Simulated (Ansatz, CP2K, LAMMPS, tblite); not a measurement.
**tblite on amorphous polyacrylonitrile (as short chains C14N4H18) at 480 K (108 atoms): settings against a plane-wave reference**

Aim: run amorphous polyacrylonitrile (as short chains C14N4H18) at 480 K (108 atoms) in tblite and see how near its forces come to a plane-wave reference, and at what cost.

Main program and level: tblite 0.8.0; the method is named at each step.

### Step 1. The starting structure

The cell holds 108 atoms: 42 C, 12 N and 54 H. Its edges and angles: a = 10.691 Å, b = 10.691 Å, c = 10.691 Å, α = 90.0°, β = 90.0°, γ = 90.0°. 3 polyacrylonitrile chains of 4 units with methyl end groups placed at random, at 0.988 g/cm³; overlaps pushed apart, then 20 ps at 800 K with MMFF94 bonds, angles, torsions, charges and radii (Halgren, J. Comput. Chem. 17, 490 (1996)) in harmonic and 12-6 forms. Snapshot after 30 ps at 480 K and fixed volume.

The yardstick, on the same geometry:

| Property | Result |
| --- | --- |
| method | Kohn-Sham DFT, PBE, PAW, plane waves (Ansatz 0.2.0); cutoff 420 eV, Γ point, fermi-dirac smearing of 0.05 eV; PAW set soft_2 |
| r.m.s. force component | 1.068 eV/Å |
| longest force | 4.372 eV/Å |
| pressure | 2.46 GPa |
| gap (highest filled to lowest empty level) | 5.49 eV |
| SCF cycles | 10 |
| time | 8.7 s on 4 threads of Arm Neoverse V2, shared host |
| CPU time | 33 s |

### Step 2. GFN2-xTB

Method: GFN2-xTB tight binding, diagonalisation.

Input file run.py:

```python
import numpy as np
from ase.io import read
from tblite.ase import TBLite

atoms = read("structure.xyz")
atoms.calc = TBLite(method="GFN2-xTB", electronic_temperature=580, accuracy=1.0, max_iterations=250, mixer_damping=0.4, verbosity=1)
energy = atoms.get_potential_energy()
forces = atoms.get_forces()
print(f"energy {energy:.6f} eV")
print("forces (eV/A)")
for i, (a, f) in enumerate(zip(atoms, forces)):
    print(f"{i:4d} {a.symbol:2s} {f[0]:10.5f} {f[1]:10.5f} {f[2]:10.5f}")
stress = -atoms.get_stress(voigt=False) * 160.21766
print("stress (GPa, compression positive)")
for row in stress:
    print(" ".join(f"{x:10.4f}" for x in row))
print("charges (e)")
print(np.array2string(atoms.get_charges(), precision=4, suppress_small=True, max_line_width=110, threshold=100000))
```

Input file structure.xyz:

```xyz
108
Lattice="10.69066 0.00000 0.00000 0.00000 10.69066 0.00000 0.00000 0.00000 10.69066" Properties=species:S:1:pos:R:3 pbc="T T T"
C 4.49767 4.65728 2.70132
C 3.77840 3.43822 3.20549
C 4.69555 2.60371 4.14391
C 5.72741 1.90604 3.28128
N 6.38232 1.53080 2.41737
C 3.65642 1.70003 4.92465
C 4.28311 1.03849 6.18690
C 3.28524 0.39812 7.05883
N 2.65385 10.47834 7.81327
C 5.50067 0.12455 5.93855
C 5.98260 9.86128 7.01671
C 6.83048 8.88062 6.39611
N 7.55915 8.15163 5.92594
C 6.70796 10.62673 8.12415
C 8.04173 0.72044 7.70134
C 7.78857 1.94816 6.92242
N 7.52141 2.99264 6.48196
C 8.82920 1.08232 8.89442
H 4.90210 5.27798 3.51092
H 3.91235 5.11206 1.84606
H 5.38927 4.29497 2.13963
H 2.85708 3.75007 3.67588
H 3.58565 2.76247 2.38765
H 5.32651 3.13867 4.98890
H 2.77775 2.29721 5.35356
H 3.19501 0.93180 4.36457
H 4.69480 1.90016 6.71972
H 6.32181 0.62722 5.45919
H 5.09367 10.23641 5.13205
H 5.22431 9.16008 7.54376
H 5.99158 0.61450 8.68883
H 7.05060 9.90340 8.83733
H 8.76025 0.19831 7.02398
H 8.33786 1.87717 9.37443
H 8.96369 0.31035 9.56739
H 9.81306 1.26620 8.45802
C 7.51115 6.34726 3.20474
C 8.60833 5.81433 2.23820
C 9.60962 5.00451 3.00771
C 0.26727 5.19085 2.44282
N 1.29229 5.52515 2.07655
C 9.24175 3.57432 3.09174
C 10.26442 2.55646 3.65856
C 10.50956 2.92219 5.05401
N 0.37759 3.15075 6.06086
C 9.53660 1.17244 3.69426
C 10.63218 0.07644 3.71597
C 10.68029 10.10887 2.39620
N 10.67291 9.26292 1.59697
C 10.40714 9.80857 4.92145
C 0.57879 8.50955 4.81090
C 2.05763 8.76688 4.63162
N 3.14327 8.97919 4.36211
C 0.25091 7.50484 5.89184
H 6.52729 6.42049 2.57474
H 7.32310 5.66348 3.99050
[... 48 atom lines left out ...]
H 4.82555 9.93793 0.08168
H 5.64702 8.05114 1.49979
H 4.33068 8.12330 2.44987
H 5.37612 9.54045 2.38338
```

Command:

```bash
$ OMP_NUM_THREADS=1 python run.py > output.txt
```

Log:

```text
------------------------------------------------------------
  cycle        total energy    energy error   density error
------------------------------------------------------------
      1     -150.7497319726  -1.5342096E+02   2.1054942E-01
      2     -151.0316928688  -2.8196090E-01   1.3706045E-01
      3     -151.6991359672  -6.6744310E-01   9.1362124E-02
      4     -151.9904180661  -2.9128210E-01   1.5175349E-02
      5     -152.0056229741  -1.5204908E-02   7.5419029E-03
      6     -152.0070592996  -1.4363255E-03   4.2460880E-03
      7     -152.0080845038  -1.0252042E-03   1.3483992E-03
      8     -152.0081788885  -9.4384680E-05   5.7943997E-04
      9     -152.0082004517  -2.1563164E-05   1.3536784E-04
     10     -152.0082012308  -7.7908297E-07   6.6470139E-05
     11     -152.0082014108  -1.8001296E-07   3.6474347E-05
     12     -152.0082014608  -5.0030707E-08   1.3106457E-05
------------------------------------------------------------
 total:                                   5.402 sec
energy -4136.353849 eV
forces (eV/A)
   0 C     1.04224   -0.20636   -1.98305
   1 C     1.21750    0.03297    0.40532
   2 C     0.33183   -0.83668    1.29810
   3 C    -1.96651    0.92752    0.50606
   4 N     0.03210   -0.07463    0.65577
   5 C     0.41899    0.35482    1.57262
   6 C     0.18382    0.96603    1.12238
   7 C     0.34060   -0.76171    0.36810
   8 N     0.67368    1.01932   -1.18662
   9 C    -1.79026   -0.95425   -1.16234
  10 C    -0.59931   -0.41521    1.02479
  11 C    -0.25746    1.03525    0.58780
  12 N     0.89015   -0.96757   -0.68913
  13 C     0.74065    1.05602    0.00844
  14 C    -1.69084   -0.36074   -2.16556
  15 C    -1.12019    1.62459    0.34656
  16 N     0.68583   -2.23913    0.46281
  17 C     1.15950    0.72353   -1.06278
  18 H    -0.85343    0.19534   -0.50464
  19 H     0.30352    0.14399    1.75058
  20 H    -0.13725    0.11488    0.37849
  21 H    -0.15487   -0.16147    0.30594
  22 H    -0.49944   -0.12275   -0.40516
  23 H    -1.18148   -0.35162   -1.66507
[...]
100 H     0.13912    1.24076   -0.10846
 101 H     0.30990    0.21057    0.67389
 102 H    -0.96748   -0.37315    1.96335
 103 H     1.11138   -0.34844   -0.47667
 104 H    -0.39488   -0.84295   -0.39408
 105 H     0.93559   -0.08497   -0.94381
 106 H    -1.03163    0.01075    0.68881
 107 H    -0.28037   -0.43645   -0.35547
stress (GPa, compression positive)
   -2.5310     0.3144     1.7204
    0.3144    -0.1359     0.8492
    1.7204     0.8492    -1.1088
charges (e)
[-0.0953 -0.0461 -0.0053  0.1139 -0.243  -0.0453 -0.0108  0.116  -0.2523 -0.0483 -0.0005  0.1265 -0.2456
 -0.0504  0.0029  0.1069 -0.2569 -0.1012  0.0508  0.0427  0.0229  0.0443  0.0608  0.0573  0.0383  0.0539
  0.0656  0.0426  0.0638  0.064   0.0405  0.0692  0.0467  0.0627  0.0678  0.0435 -0.1035 -0.0502 -0.0016
  0.1171 -0.2638 -0.0471 -0.012   0.1177 -0.2765 -0.0437 -0.0087  0.127  -0.2491 -0.0549 -0.0039  0.1198
 -0.2496 -0.0931  0.0174  0.0523  0.0502  0.0467  0.0477  0.0682  0.0669  0.0424  0.0955  0.0744  0.0382
  0.0692  0.052   0.0476  0.0716  0.0165  0.0768  0.0481 -0.0977 -0.0491 -0.0224  0.1091 -0.2636 -0.0385
 -0.0026  0.0982 -0.2371 -0.0573 -0.0106  0.1146 -0.2502 -0.0577  0.0055  0.1201 -0.2654 -0.0974  0.0449
  0.0342  0.0377  0.0463  0.0569  0.097   0.045   0.0304  0.0758  0.0323  0.0807  0.0794  0.0727  0.0569
  0.0604  0.0467  0.0548  0.042 ]
```

Wall time 5.9 s (1 thread of Arm Neoverse V2, shared host); peak memory 0.16 GiB.

Banners, paths, timers and routine set-up lines are dropped from the logs unmarked, and long logs keep their key lines alone; longer cuts are marked.

Numbers from this run, and their distance from the reference:

```
r.m.s. force component                  : 1.032 eV/Å
r.m.s. difference of force components   : 541.5 meV/Å
longest difference of force vectors     : 2380 meV/Å
force difference over r.m.s. force      : 50.7 %
slope of forces against the reference's : 0.838
correlation of force components         : 0.8675
pressure                                : -1.259 GPa
pressure difference                     : -3.718 GPa
```

Length of the force difference by element (eV/Å):

| element | atoms | mean | most |
| --- | --- | --- | --- |
| C | 42 | 0.76 | 1.6 |
| H | 54 | 0.21 | 0.51 |
| N | 12 | 2.2 | 2.4 |

A closer look about N17, one of the 12 N atoms: 13 atoms, nearest first, numbered in the order of the input, with positions taken from that point.

| atom | x | y | z | distance (Å) | bonds | Mulliken charge (e) | Fx | Fy | Fz (eV/Å) |
| --- | --- | --- | --- | --- | --- | --- | --- | --- | --- |
| N17 | 0.00 | 0.00 | 0.00 | 0.00 | 1 | -0.26 | 0.69 | -2.24 | 0.46 |
| C16 | 0.27 | -1.04 | 0.44 | 1.16 | 2 | 0.11 | -1.12 | 1.62 | 0.35 |
| C15 | 0.52 | -2.27 | 1.22 | 2.63 | 4 | 0.00 | -1.69 | -0.36 | -2.17 |
| H24 | -2.19 | 0.15 | -1.49 | 2.66 | 1 | 0.06 | -1.18 | -0.35 | -1.67 |
| H28 | -1.20 | -2.37 | -1.02 | 2.84 | 1 | 0.04 | 0.42 | 0.68 | 0.36 |
| H62 | 0.78 | 0.61 | -2.73 | 2.90 | 1 | 0.04 | 0.99 | -0.72 | -1.08 |
| H65 | 1.48 | -1.87 | -1.86 | 3.03 | 1 | 0.04 | -0.75 | -0.06 | 0.25 |
| H27 | -2.83 | -1.09 | 0.24 | 3.04 | 1 | 0.07 | -0.17 | 0.21 | 0.70 |
| H33 | 1.24 | -2.79 | 0.54 | 3.10 | 1 | 0.05 | -1.04 | -0.71 | 0.31 |
| H91 | 1.32 | 2.35 | 1.66 | 3.17 | 1 | 0.04 | 0.20 | -0.54 | -0.71 |
| H34 | 0.82 | -1.12 | 2.89 | 3.21 | 1 | 0.06 | 0.01 | 1.29 | 0.77 |
| C44 | 2.99 | -0.07 | -1.43 | 3.31 | 2 | 0.12 | 3.00 | 0.25 | 1.42 |
| C18 | 1.31 | -1.91 | 2.41 | 3.34 | 4 | -0.10 | 1.16 | 0.72 | -1.06 |

Atoms are counted from 1 here, from 0 in the log.

Forces lie 51 % from the reference's, at 0.18 times its CPU time (on 1 against 4 cores).

The difference per atom is largest on N (2.2 eV/Å on average, against 0.76 on C).

### Step 3. What came out

* force difference from the reference: tblite GFN2-xTB, 51 %
* its CPU time: 5.9 s

In words: Tight binding differs by 51 % (tblite GFN2-xTB); it is another model, with fitted parameters of its own, and the xTB methods hold dispersion. One electronic-structure run takes under half the reference's CPU time: tblite GFN2-xTB, at 51 % in 5.9 s against 33 s; its pressure misses by -3.7 GPa. Periodic xTB results under one method name differ between programs and library versions. The network of contacts between molecules at the start is that of the classical potential that made the cell, and needn't be the one that DFT or experiment would give. The reference's PBE has no dispersion term, which matters for the binding between molecules or layers. The density was typed from a rule of thumb and may lie off the real one at this temperature. The electronic-structure runs sample only Γ, in a cell whose shortest periodic width is 11 Å.

[Also dropped from logs without a mark: logging warnings of Python, and SIESTA's first energy breakdown and zero terms.]

[Logs are printed without paths, hosts, clocks, repeated set-up lines and the standing remarks that a program may print on its own settings, such as how far it seeks lower states.]

[Hosts, paths, dates, database ids (printed as entryN), source tags and the programs' standing remarks are cut or masked in the printed files.]

[The MMFF94 radii named for the starting cell were scaled by 0.96; in molecules described by MMFF94, hydrogen bound to N, O or S took a small fixed 12-6 site in their place.]
